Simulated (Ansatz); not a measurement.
**Anharmonic phonons and stability of ThTe (Pm-3m)**

How do the phonons of ThTe change with temperature at fixed cell?

Method: DFT LDA, scalar-relativistic, plane waves, PAW, in Ansatz 0.2.0.

This is a report of a sequence of runs, with most program output left out.

## 1. The starting structure

The structure is cubic, space group Pm-3m (No. 221). The conventional cell has a = 3.838 Å, b = 3.838 Å, c = 3.838 Å, α = 90.00°, β = 90.00°, γ = 90.00°. Nearest to Th lie 8 Te at 3.32 Å. Te has 8 Th at 3.32 Å nearest. Farther neighbours and most contacts between anions are not listed.

Coordinates:

```cif
data_structure
_symmetry_space_group_name_H-M 'P 1'
_symmetry_Int_Tables_number 1
_cell_length_a 3.8380
_cell_length_b 3.8380
_cell_length_c 3.8380
_cell_angle_alpha 90.000
_cell_angle_beta 90.000
_cell_angle_gamma 90.000
_cell_volume 56.53
loop_
_atom_site_label
_atom_site_type_symbol
_atom_site_fract_x
_atom_site_fract_y
_atom_site_fract_z
_atom_site_occupancy
Th1 Th 0.50000 0.50000 0.50000 1
Te2 Te 0.00000 0.00000 0.00000 1
```

## 2. Probe on a coarse mesh

A cheap single point shows whether the cell is a metal or an insulator and how far it is from rest; that sets the k-mesh and the occupations of what follows.

Input file input.yaml:

```yaml
crystal:
  lattice:
    - [3.838, 0.0, 0.0]
    - [0.0, 3.838, 0.0]
    - [0.0, 0.0, 3.838]
  atoms:
    - { symbol: Th, position: [0.5, 0.5, 0.5] }
    - { symbol: Te, position: [0.0, 0.0, 0.0] }
kpoints:
  mp_grid: { grid: [6, 6, 6] }
hamiltonian:
  xc: lda
scf:
  occupations: { method: gaussian, width: 0.1 }
output:
  forces: true
  stress: true
  eigenvalues: true
```

The run is started by

```sh
> ansatz run input.yaml --threads 18 --pin off --max-ram 92160MiB --backend cuda --events-out ev --progress --plain --runs-dir out --max-vram 78GiB
```

Wall time 0.86 s (1 × NVIDIA GB200 with 18 threads of Arm Neoverse V2, shared host); peak memory 1.1 GiB.

Numbers from this step:

```
pressure          : -4.494 GPa
volume per atom   : 28.27 Å³/atom
gap on the k-mesh : 0 eV
```

The start is under -4.5 GPa at this level and looks like a metal on this mesh.

## 3. Single point at the given cell, occupations Gaussian, smearing width 0.1 eV

The cell is kept at the size of the database entry and symmetry fixes every atom, so there is nothing to relax; the run only refines mesh or occupations.

input.yaml, as its differences from that of step 2:

```diff
@@ -9,3 +9,3 @@
 kpoints:
-  mp_grid: { grid: [6, 6, 6] }
+  mp_grid: { grid: [12, 12, 12] }
 hamiltonian:
```

The mesh is denser.

Run time: 0.98 s. Hardware: 1 × NVIDIA GB200 with 18 threads; peak memory 1.1 GiB; 2.2 s of CPU time.

This step gave:

| Property | Result |
| --- | --- |
| pressure | -4.021 GPa |

The static pressure at this volume is -4.0 GPa, so this functional's own equilibrium cell is smaller.

## 4. Single point at the given cell, occupations Methfessel-Paxton, smearing width 0.2 eV

input.yaml, as its differences from that of step 3:

```diff
@@ -13,3 +13,3 @@
 scf:
-  occupations: { method: gaussian, width: 0.1 }
+  occupations: { method: methfessel_paxton, width: 0.2 }
 output:
```

Run time: 0.97 s. Hardware: 1 × NVIDIA GB200 with 18 threads; peak memory 1 GiB; 2.3 s of CPU time.

This step gave:

| Property | Result |
| --- | --- |
| pressure | -4.046 GPa |

The static pressure at this volume is -4.0 GPa, so this functional's own equilibrium cell is smaller.

## 5. A faulty attempt

This input was changed on purpose, to see how the program answers.

input.yaml, the sections that differ from step 4:

```yaml
kpoints:
  mp_grid: { grid: [8, 8, 8] }
scf:
  occupations: { method: methfessel_paxton, width: 0.2 }
  max_iter: 80
output:
  eigenvalues: true
phonons:
  supercell: [2, 2, 2]
  dielectric: false
  self_consistent: { temperatures: [] }
# crystal, hamiltonian: as in step 4
```

It took 0.03 s on 18 threads; peak memory 0.018 GiB.

The program refused the input before any cycle.

The program's message: “Error: YAML parse error: error: line 21 column 36: phonons.self_consistent.temperatures: must list at least one temperature in K, e.g. [100, 200, 300]
  --> <input>:21:36
   |
19 |   supercell: [2, 2, …”

The fault put into the input: no temperature.

## 6. Self-consistent phonons

Harmonic theory ignores how far atoms move; here frames sampled at temperature supply the forces, and the run stops at an error target or a frame limit.

input.yaml, the sections that differ from step 5:

```yaml
scf:
  occupations: { method: methfessel_paxton, width: 0.2 }
output:
  stress: true
  eigenvalues: true
phonons:
  method: fd
  supercell: [2, 2, 2]
  temperatures: { t_max: 400, t_step: 50 }
  qpath:
    path:
      - [[0.0, 0.0, 0.0], [0.0, 0.5, 0.0], [0.5, 0.5, 0.0], [0.0, 0.0, 0.0], [0.5, 0.5, 0.5], [0.0, 0.5, 0.0]]
      - [[0.5, 0.5, 0.0], [0.5, 0.5, 0.5]]
    npoints: 10
  self_consistent:
    temperatures: [0.0, 100.0, 300.0, 800.0]
    max_frames: 128
    max_frequency_error: 2.0
  dielectric: false
  interpolated_qmesh: [11, 11, 11]
# crystal, kpoints, hamiltonian: as in step 5
```

The job ended after 2.6 min (1 × NVIDIA GB200 with 18 threads; peak memory 1.7 GiB; 36 min of CPU time).

This step gave:

```yaml
point_group: m-3m
frames_solved: 40
pressure_of_the_lattice_at_rest: -3.890 GPa
```

0 K; each column in its own order of rank; one wavevector of each set of like ones; translations left out; no LO-TO term. Modes at 0K, by row:

```
 q1   q2   q3  rank  harmonic (cm⁻¹)  gaussian (cm⁻¹)  gaussian error (cm⁻¹)  hessian (cm⁻¹)  hessian error (cm⁻¹)  path integral (cm⁻¹)  path integral error (cm⁻¹)
  0    0    0     1              113            113.7                      0           113.5                     0                 113.5                         0.2
  0    0    0     2              113            113.7                      0           113.5                     0                 113.5                         0.2
  0    0    0     3              113            113.7                      0           113.5                     0                 113.5                         0.2
  0    0  0.5     1             72.1             72.4                      0            72.1                     0                  72.1                         0.1
  0    0  0.5     2             72.1             72.4                      0            72.1                     0                  72.1                         0.1
  0    0  0.5     3             99.9            100.3                      0           100.1                     0                 100.1                         0.1
  0    0  0.5     4             99.9            100.3                      0           100.1                     0                 100.1                         0.1
  0    0  0.5     5            109.4            109.6                      0           109.5                     0                 109.4                           0
  0    0  0.5     6            120.7            121.2                      0             121                     0                   121                         0.1
  0  0.5  0.5     1             81.7             81.8                      0            81.7                     0                  81.6                         0.1
  0  0.5  0.5     2             83.1               83                      0              83                     0                    83                           0
  0  0.5  0.5     3             83.1               83                      0              83                     0                    83                           0
  0  0.5  0.5     4             97.4             97.7                      0            97.6                     0                  97.5                         0.1
  0  0.5  0.5     5            119.6            120.3                      0           120.2                     0                 120.1                         0.2
  0  0.5  0.5     6            119.6            120.3                      0           120.2                     0                 120.1                         0.2
0.5  0.5  0.5     1            100.5            100.6                      0           100.5                     0                 100.5                         0.1
0.5  0.5  0.5     2            100.5            100.6                      0           100.5                     0                 100.5                         0.1
0.5  0.5  0.5     3            100.5            100.6                      0           100.5                     0                 100.5                         0.1
0.5  0.5  0.5     4            122.9            123.2                      0             123                     0                   123                         0.1
0.5  0.5  0.5     5            122.9            123.2                      0             123                     0                   123                         0.1
0.5  0.5  0.5     6            122.9            123.2                      0             123                     0                   123                         0.1
```

100 K; each column in its own order of rank; one wavevector of each set of like ones; translations left out; no LO-TO term. Modes at 100K, by row:

```
 q1   q2   q3  rank  harmonic (cm⁻¹)  gaussian (cm⁻¹)  gaussian error (cm⁻¹)  hessian (cm⁻¹)  hessian error (cm⁻¹)  path integral (cm⁻¹)  path integral error (cm⁻¹)
  0    0    0     1              113            114.1                    0.1           113.5                   0.1                 113.5                         0.1
  0    0    0     2              113            114.1                    0.1           113.5                   0.1                 113.5                         0.1
  0    0    0     3              113            114.1                    0.1           113.5                   0.1                 113.5                         0.1
  0    0  0.5     1             72.1             72.5                      0            71.8                     0                  71.8                         0.1
  0    0  0.5     2             72.1             72.5                      0            71.8                     0                  71.8                         0.1
  0    0  0.5     3             99.9            100.5                      0            99.8                     0                  99.8                         0.1
  0    0  0.5     4             99.9            100.5                      0            99.8                     0                  99.8                         0.1
  0    0  0.5     5            109.4            109.6                    0.2           109.3                   0.2                 109.3                         0.2
  0    0  0.5     6            120.7            121.4                    0.1           120.8                   0.1                 120.9                         0.1
  0  0.5  0.5     1             81.7             81.9                    0.1            81.4                   0.1                  81.4                         0.1
  0  0.5  0.5     2             83.1               83                      0              83                     0                    83                           0
  0  0.5  0.5     3             83.1               83                      0              83                     0                    83                           0
  0  0.5  0.5     4             97.4             97.9                    0.1            97.4                   0.1                  97.4                         0.1
  0  0.5  0.5     5            119.6            120.7                      0           120.2                     0                 120.2                         0.1
  0  0.5  0.5     6            119.6            120.7                      0           120.2                     0                 120.2                         0.1
0.5  0.5  0.5     1            100.5            100.7                    0.2           100.3                   0.2                 100.3                         0.2
0.5  0.5  0.5     2            100.5            100.7                    0.2           100.3                   0.2                 100.3                         0.2
0.5  0.5  0.5     3            100.5            100.7                    0.2           100.3                   0.2                 100.3                         0.2
0.5  0.5  0.5     4            122.9            123.3                      0           122.7                     0                 122.7                         0.1
0.5  0.5  0.5     5            122.9            123.3                      0           122.7                     0                 122.7                         0.1
0.5  0.5  0.5     6            122.9            123.3                      0           122.7                     0                 122.7                         0.1
```

300 K; each column in its own order of rank; one wavevector of each set of like ones; translations left out; no LO-TO term. Modes at 300K, by row:

```
 q1   q2   q3  rank  harmonic (cm⁻¹)  gaussian (cm⁻¹)  gaussian error (cm⁻¹)  hessian (cm⁻¹)  hessian error (cm⁻¹)  path integral (cm⁻¹)  path integral error (cm⁻¹)
  0    0    0     1              113            115.9                    0.1           114.2                   0.1                   114                         0.2
  0    0    0     2              113            115.9                    0.1           114.2                   0.1                   114                         0.2
  0    0    0     3              113            115.9                    0.1           114.2                   0.1                   114                         0.2
  0    0  0.5     1             72.1               73                      0            71.1                     0                    71                         0.1
  0    0  0.5     2             72.1               73                      0            71.1                     0                    71                         0.1
  0    0  0.5     3             99.9            101.4                    0.1            99.3                   0.1                  99.2                         0.2
  0    0  0.5     4             99.9            101.4                    0.1            99.3                   0.1                  99.2                         0.2
  0    0  0.5     5            109.4              110                    0.4           109.2                   0.4                   109                         0.3
  0    0  0.5     6            120.7            122.7                    0.1           120.9                   0.1                 120.5                         0.2
  0  0.5  0.5     1             81.7             82.2                    0.1            80.8                   0.1                  80.5                         0.2
  0  0.5  0.5     2             83.1             82.9                      0            82.9                     0                  82.9                           0
  0  0.5  0.5     3             83.1             82.9                      0            82.9                     0                  82.9                           0
  0  0.5  0.5     4             97.4             98.7                    0.1            97.2                   0.1                  97.1                         0.2
  0  0.5  0.5     5            119.6            122.6                    0.1           121.1                   0.1                 120.8                         0.2
  0  0.5  0.5     6            119.6            122.6                    0.1           121.1                   0.1                 120.8                         0.2
0.5  0.5  0.5     1            100.5            101.4                    0.2           100.2                   0.2                   100                         0.3
0.5  0.5  0.5     2            100.5            101.4                    0.2           100.2                   0.2                   100                         0.3
0.5  0.5  0.5     3            100.5            101.4                    0.2           100.2                   0.2                   100                         0.3
0.5  0.5  0.5     4            122.9            124.1                    0.1           122.3                   0.1                   122                         0.2
0.5  0.5  0.5     5            122.9            124.1                    0.1           122.3                   0.1                   122                         0.2
0.5  0.5  0.5     6            122.9            124.1                    0.1           122.3                   0.1                   122                         0.2
```

(Part 1 of 2 ends here.)

[Logs are printed without paths, hosts, clocks, repeated set-up lines and the standing remarks that a program may print on its own settings, such as how far it seeks lower states.]

[Hosts, paths, dates, database ids (printed as entryN), source tags and the programs' standing remarks are cut or masked in the printed files.]

[A step with changed settings may run another functional than the one named; its input shows which.]
